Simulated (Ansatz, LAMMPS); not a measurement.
# Site preference of Zn in place of Ga in Ga2O3 with crystalline order left by the classical run (100 atoms), part 3 of 3

At which site of Ga2O3 with crystalline order left by the classical run (100 atoms) does Zn in place of Ga cost least, and what about the site decides it?

Ansatz 0.2.0; Kohn-Sham DFT, LDA, PAW (set soft_1), plane waves.

The cell: 40 Ga and 60 O. The quench rate of 100 K/ps is many orders above laboratory rates. The network of bonds at the start is that of the classical potential that made the cell. Sampling is at Γ alone, for a cell whose shortest periodic width is 10 Å.

So far. Step 7 (Zn on a site of Ga, site Ga19): The relaxation converged after 7 steps, 0.167 eV below its start, with a largest force component of 0.019 eV/Å.

### 8. Zn on a site of Ga, site Ga25

The site has 5 bonded neighbours (O5) at 1.97 Å on average. 

input.yaml reads:

```yaml
crystal:
  lattice:
    - [10.07124, 0.0, 0.0]
    - [0.0, 10.07124, 0.0]
    - [0.0, 0.0, 10.07124]
  atoms:
    [... atom lines 1 to 21 left out ...]
    - { symbol: Ga, position: [0.11848, 0.62159, 0.2041] }
    - { symbol: Ga, position: [0.63588, 0.55766, 0.73625] }
    - { symbol: Ga, position: [0.67365, 0.61306, 0.2318] }
    - { symbol: Zn, position: [0.20805, 0.9405, 0.98091], spin: 0.6 }
    - { symbol: Ga, position: [0.92052, 0.42685, 0.77376] }
    - { symbol: Ga, position: [0.89459, 0.96132, 0.53909] }
    - { symbol: Ga, position: [0.95772, 0.23876, 0.60158] }
    [... atom lines 29 to 100 left out ...]
magnetization:
  spin_polarized: true
kpoints:
  mp_grid: { grid: [1, 1, 1] }
hamiltonian:
  xc: lda
  pseudopotentials: { kind: paw, azcp: { folder: soft_1 }, xc_functional: pbe }
scf:
  occupations: { method: fermi_dirac, width: 0.025 }
  lower_state_search: "off"
output:
  forces: true
  eigenvalues: true
relax:
  f_tol: 0.05
  max_steps: 90
```

Launch:

```
$ ansatz run input.yaml --threads 4 --pin off --max-ram 8192MiB --backend cpu --events-out ev --progress --plain --runs-dir out
```

Numbers of over 12 decimals in the logs are rounded to 6 here.

The program printed:

```text
[...]
Crystal: 100 atoms, lattice volume = 1021.525 Å³
Basis set: ecut = 420 eV, 20005 PW (Γ)
Bands: 542, of which v1, the nominal top of the filled ones, is band 440 counted from 1 (439 counted from 0)
Symmetry: 1 space group operations
[...]
k-points: 1
[...]
Starting moments: Σ|m| = 3.6 μB on 6 of 100 sites
[...]
SCF iter   1: F=—  HF=-181187.047919 eV  |F-HF|=—  |Δ(HF+E_count)|=         —  Δρ=6.16e-2 (↑5.78e-2 ↓6.16e-2)  dr2=6.48e1  dr2_m=1.76e0  M=0.997 μB ∫|m|=1.533 μB  β_m=0.30  ethr=3.10e-3  ⟨swp⟩=6.0  Hψ=3854  notcnv=0  defer=2
[...]
SCF iter   3: F=—  HF=-181168.085185 eV  |F-HF|=—  |Δ(HF+E_count)|=    7.67e0  Δρ=2.35e-2 (↑1.89e-2 ↓2.35e-2)  dr2=1.21e1  dr2_m=6.60e-1  M=1.000 μB ∫|m|=1.377 μB  β_m=0.30  ethr=3.10e-3  ⟨swp⟩=4.0  Hψ=1683  notcnv=0  defer=190
[...]
SCF iter   8: F=—  HF=-181164.461368 eV  |F-HF|=—  |Δ(HF+E_count)|=   3.08e-2  Δρ=3.28e-3 (↑2.29e-3 ↓3.28e-3)  dr2=2.82e-1  dr2_m=1.82e-2  M=0.998 μB ∫|m|=1.116 μB  β_m=0.30  ethr=3.82e-5  ⟨swp⟩=2.0  Hψ=1850  notcnv=0  defer=188
[...]
SCF iter  10: F=—  HF=-181164.467523 eV  |F-HF|=—  |Δ(HF+E_count)|=   4.07e-3  Δρ=2.19e-3 (↑1.55e-3 ↓2.19e-3)  dr2=1.14e-1  dr2_m=8.24e-3  M=0.996 μB ∫|m|=1.105 μB  β_m=0.22  ethr=3.21e-5  ⟨swp⟩=2.0  Hψ=1683  notcnv=0  defer=188
[...]
SCF iter  20: F=-181164.475566 eV  HF=-181164.475575 eV  |F-HF|=8.69e-6  |Δ(HF+E_count)|=   2.63e-6  Δρ=2.24e-5 (↑4.24e-6 ↓2.24e-5)  dr2=1.00e-5  dr2_m=9.61e-7  M=0.992 μB ∫|m|=1.085 μB  β_m=0.30  ethr=5.30e-9  ⟨swp⟩=2.0  Hψ=3287  notcnv=0
SCF iter  21: F=-181164.475574 eV  HF=-181164.475574 eV  |F-HF|=1.22e-7  |Δ(HF+E_count)|=   3.54e-7  Δρ=5.77e-6 (↑2.79e-6 ↓5.77e-6)  dr2=3.61e-7  dr2_m=1.20e-7  M=0.992 μB ∫|m|=1.085 μB  ethr=1.14e-9  ⟨swp⟩=1.0  Hψ=1991  notcnv=0
SCF 1 converged in 21 iterations: F = -181164.475574 eV  dr2 = 3.61e-7
[...]
relax step   1: F+E_penalty+E_count = -181164.47557424 eV  Δ(F+E_penalty+E_count) = +0.000e0 eV  max|allowed force component| = 1.262e0 eV/Å  Δτ_max = 0.0000 Å  (21 SCF iters, dr2 threshold 6.25e-5 eV, accepted)
[... from here on, the SCF cycles and remarks between the steps are left out ...]
relax step   2: F+E_penalty+E_count = -181164.62871719 eV  Δ(F+E_penalty+E_count) = -1.531e-1 eV  max|allowed force component| = 7.813e-1 eV/Å  Δτ_max = 0.0350 Å  (13 SCF iters, dr2 threshold 9.95e-5 eV, accepted)
relax step   3: F+E_penalty+E_count = -181164.76261689 eV  Δ(F+E_penalty+E_count) = -1.339e-1 eV  max|allowed force component| = 2.347e-1 eV/Å  Δτ_max = 0.0706 Å  (13 SCF iters, dr2 threshold 3.82e-5 eV, accepted)
relax step   4: F+E_penalty+E_count = -181164.78053550 eV  Δ(F+E_penalty+E_count) = -1.792e-2 eV  max|allowed force component| = 2.054e-1 eV/Å  Δτ_max = 0.0151 Å  (14 SCF iters, dr2 threshold 4.97e-6 eV, accepted)
relax step   5: F+E_penalty+E_count = -181164.79632095 eV  Δ(F+E_penalty+E_count) = -1.579e-2 eV  max|allowed force component| = 8.890e-2 eV/Å  Δτ_max = 0.0286 Å  (12 SCF iters, dr2 threshold 3.81e-6 eV, accepted)
relax step   6: F+E_penalty+E_count = -181164.80948872 eV  Δ(F+E_penalty+E_count) = -1.317e-2 eV  max|allowed force component| = 1.084e-1 eV/Å  Δτ_max = 0.0413 Å  (19 SCF iters, accepted)
relax step   7: F+E_penalty+E_count = -181164.82550271 eV  Δ(F+E_penalty+E_count) = -1.601e-2 eV  max|allowed force component| = 2.092e-1 eV/Å  Δτ_max = 0.0895 Å  (15 SCF iters, accepted)
relax step   8: F+E_penalty+E_count = -181164.85318444 eV  Δ(F+E_penalty+E_count) = -2.768e-2 eV  max|allowed force component| = 1.882e-1 eV/Å  Δτ_max = 0.0318 Å  (11 SCF iters, dr2 threshold 4.38e-5 eV, accepted)
relax step   9: F+E_penalty+E_count = -181164.87906621 eV  Δ(F+E_penalty+E_count) = -2.588e-2 eV  max|allowed force component| = 4.244e-1 eV/Å  Δτ_max = 0.1539 Å  (8 SCF iters, dr2 threshold 2.87e-5 eV, accepted)
relax step  10: F+E_penalty+E_count = -181164.90322872 eV  Δ(F+E_penalty+E_count) = -2.416e-2 eV  max|allowed force component| = 1.746e-1 eV/Å  Δτ_max = 0.0638 Å  (9 SCF iters, dr2 threshold 1.00e-4 eV, accepted)
relax step  11: F+E_penalty+E_count = -181164.90333063 eV  Δ(F+E_penalty+E_count) = -1.019e-4 eV  max|allowed force component| = 2.319e-1 eV/Å  Δτ_max = 0.0377 Å  (8 SCF iters, dr2 threshold 5.16e-6 eV, accepted)
relax step  12: F+E_penalty+E_count = -181164.92141357 eV  Δ(F+E_penalty+E_count) = -1.808e-2 eV  max|allowed force component| = 1.212e-1 eV/Å  Δτ_max = 0.0218 Å  (6 SCF iters, dr2 threshold 9.11e-6 eV, accepted)
relax step  13: F+E_penalty+E_count = -181164.92440790 eV  Δ(F+E_penalty+E_count) = -2.994e-3 eV  max|allowed force component| = 5.875e-2 eV/Å  Δτ_max = 0.0166 Å  (6 SCF iters, dr2 threshold 4.01e-6 eV, accepted)
relax step  14: F+E_penalty+E_count = -181164.92596494 eV  Δ(F+E_penalty+E_count) = -1.557e-3 eV  max|allowed force component| = 1.751e-2 eV/Å  Δτ_max = 0.0045 Å  (7 SCF iters, accepted)
SCF converged after 7 iterations
Magnetization: 0.9990 μB (439.9995 up, 439.0005 down)
Absolute magnetization: 1.1238 μB (∫|ρ↑−ρ↓|, with the PAW one-centre terms)
[...]
Per-site moments (μB) at R_I (Å): [(0.000157005, 0.773778), (2.0210195833478575e-5, 0.772377), (-1.4599837007485818e-5, 0.749291), (-7.221256365724209e-6, 0.766892), (-0.000103638, [...]
Free energy (F): -181164.925965 eV
[...]
Internal energy: -181164.925520 eV  (E = F + TS)
E sigma→0 (E₀):  -181164.925743 eV
Entropy (-TS):   -0.000444 eV (-0.004 meV/atom)
Fermi energy:    8.612981 eV
[...]
Σ components = -181164.925965   (vs F -181164.925965, Δ=0.00e0)
--- Forces (eV/Å), atoms counted from 1 ---
  atom   1  Ga    -0.00127782     0.00656926     0.00253862
  atom   2  Ga     0.00979969    -0.00042684     0.00178659
  atom   3  Ga     0.00134139     0.00890685     0.00190169
  atom   4  Ga     0.00013037    -0.00537157    -0.00120388
[...]
atom 100  O     -0.00196538    -0.00120931    -0.00323234
  max |Σ_I F_I| component: 1.21e-4 eV/Å
--- Band table (eV) ---
[...]
--- Relaxed structure (14 steps of the walk, 14 accepted, 0 SCFs on fresh bases) ---
  F+E_penalty+E_count = -181164.92596494 eV   max|allowed force component| = 1.751e-2 eV/Å
  atoms:
    - { symbol: Ga, position: [0.642731, 0.903774, 0.701216] }
    - { symbol: Ga, position: [0.401913, 0.240268, 0.028028] }
    - { symbol: Ga, position: [0.406487, 0.627551, 0.996604] }
    - { symbol: Ga, position: [0.911133, 0.477090, 0.427625] }
[...]
- { symbol: O, position: [0.972184, 0.412065, 0.969351] }
```

Elapsed: 7.7 min, on 4 threads of Intel Xeon Platinum 8488C (Sapphire Rapids), shared host; peak memory 2.9 GiB; 29 min of CPU time.

The relaxation converged after 14 steps, 0.450 eV below its start, with a largest force component of 0.018 eV/Å.

The surroundings of the Zn atom, after relaxation, nearest first, numbered as they follow in the input and with coordinates relative to it.

| atom | x | y | z | distance (Å) | bonds | moment (μB) |
| --- | --- | --- | --- | --- | --- | --- |
| Zn25 | 0.00 | 0.00 | 0.00 | 0.00 | 3 | 0.00 |
| O62 | -1.40 | 0.04 | 1.29 | 1.90 | 3 | 0.00 |
| O72 | 1.45 | 1.27 | 0.37 | 1.96 | 4 | 0.00 |
| O76 | 0.80 | -1.75 | -0.42 | 1.97 | 3 | 0.00 |
| O74 | 0.77 | 0.66 | -2.05 | 2.28 | 3 | 0.00 |
| O71 | -1.55 | -0.77 | -1.52 | 2.30 | 3 | 0.00 |
| O67 | 1.05 | -0.58 | 2.40 | 2.68 | 3 | 0.00 |
| O69 | -1.25 | 2.38 | -0.90 | 2.83 | 3 | 0.00 |
| Ga35 | -0.65 | -2.60 | -1.24 | 2.95 | 6 | 0.00 |
| Ga10 | 2.47 | 1.00 | -1.32 | 2.97 | 5 | 0.00 |

The column of bonds counts only the pairs O-Ga within 2.48 Å, O-Zn within 2.20 Å; other neighbours, such as metal atoms beside each other in a compound, aren't counted, and periodic images can show an atom twice.

The largest move is 0.35 Å, by O91.

### 9. Zn on a site of Ga, site Ga27

The site has 6 bonded neighbours (O6) at 2.00 Å on average. 

Input and log are left out; they have the form of those shown for this kind of step.

Run time: 10 min. Hardware: 4 threads of Intel Xeon Platinum 8488C (Sapphire Rapids), shared host; peak memory 2.9 GiB; 38 min of CPU time.

The relaxation converged after 15 steps, 0.261 eV below its start, with a largest force component of 0.046 eV/Å.

Local excerpt of 12 atoms (numbers count through the whole input) about the Zn atom, after relaxation; x, y, z are measured from there.

```csv
atom,x,y,z,distance (Å),bonds,moment (μB)
Zn27,0.00,0.00,0.00,0.00,5,0.00
O57,0.84,0.48,-1.64,1.91,3,0.00
O50,1.09,-1.48,0.68,1.96,4,0.00
O83,-1.79,-0.68,-0.44,1.96,4,0.00
O90,-0.80,1.95,-0.08,2.11,4,0.00
O66,-0.71,-0.02,2.04,2.16,4,0.01
O53,1.49,1.22,1.50,2.44,4,0.01
Ga8,-0.04,2.06,-1.96,2.84,6,0.00
Ga29,0.03,-1.76,2.31,2.91,6,0.00
Ga28,0.63,2.80,0.72,2.96,6,0.00
Ga1,-2.50,-0.47,1.62,3.01,6,0.00
Ga30,2.58,-0.49,1.54,3.04,6,0.00
```

The column of bonds counts only the pairs O-Ga within 2.48 Å, O-Zn within 2.33 Å; other neighbours, such as metal atoms beside each other in a compound, aren't counted, and periodic images can show an atom twice.

The largest move is 0.30 Å, by O91.

### 10. The sites compared

All these cells hold the same atoms, so their energies can be compared with no chemical potential.

```csv
site,neighbours,mean distance (Å),atoms within 6 Å,energy over the best site (eV),before relaxation (eV),gain on relaxing (eV),moment (μB)
Ga3,O6,2.04,90,0.00,0.11,0.74,1.0
Ga25,O5,1.97,83,0.39,0.20,0.45,1.0
Ga15,O4,1.86,81,0.40,0.22,0.46,1.0
Ga19,O6,1.98,87,0.47,0.00,0.17,1.0
Ga27,O6,2.00,86,0.63,0.25,0.26,0.9
```

Neighbours are those of the relaxed host within 2.50 Å (O-Ga); other pairs aren't counted.

### 11. Outcome

The cheapest site is Ga3 (6 neighbours, O6); the dearest, Ga27 (6 neighbours, O6), costs 0.63 eV more. By coordination the energies over the best site are 0.40 eV with 4 neighbours, 0.39 eV with 5 neighbours and 0.00 to 0.63 eV with 6 neighbours. Relaxation changes the order: the best site before relaxing was Ga19.

Caveats: Defects are neutral and interact with their images. The reference ran with gaussian smearing of 0.05 eV, but 5 of the 5 defect cells with fermi-dirac smearing of 0.025 eV, spin polarised. In a disordered cell the relaxation can also rearrange atoms far from the site. In the spin-polarised runs the search for a state of lower energy was switched off. Only 5 of the 40 Ga sites were tried; unless symmetry makes the others alike to these, a cheaper one may exist. A local or local or semilocal functional tends to spread out the unpaired spin of such defects. The stress is far from hydrostatic: its diagonal is -6.9, -1.1, -2.9 GPa, compression counted positive. The pressure of -3.6 GPa shows the cell to be stretched for this functional.

The DFT runs together took 35 min of wall time.

[Logs are printed without paths, hosts, clocks, repeated set-up lines and the standing remarks that a program may print on its own settings, such as how far it seeks lower states.]

[Hosts, paths, dates, database ids (printed as entryN), source tags and the programs' standing remarks are cut or masked in the printed files.]
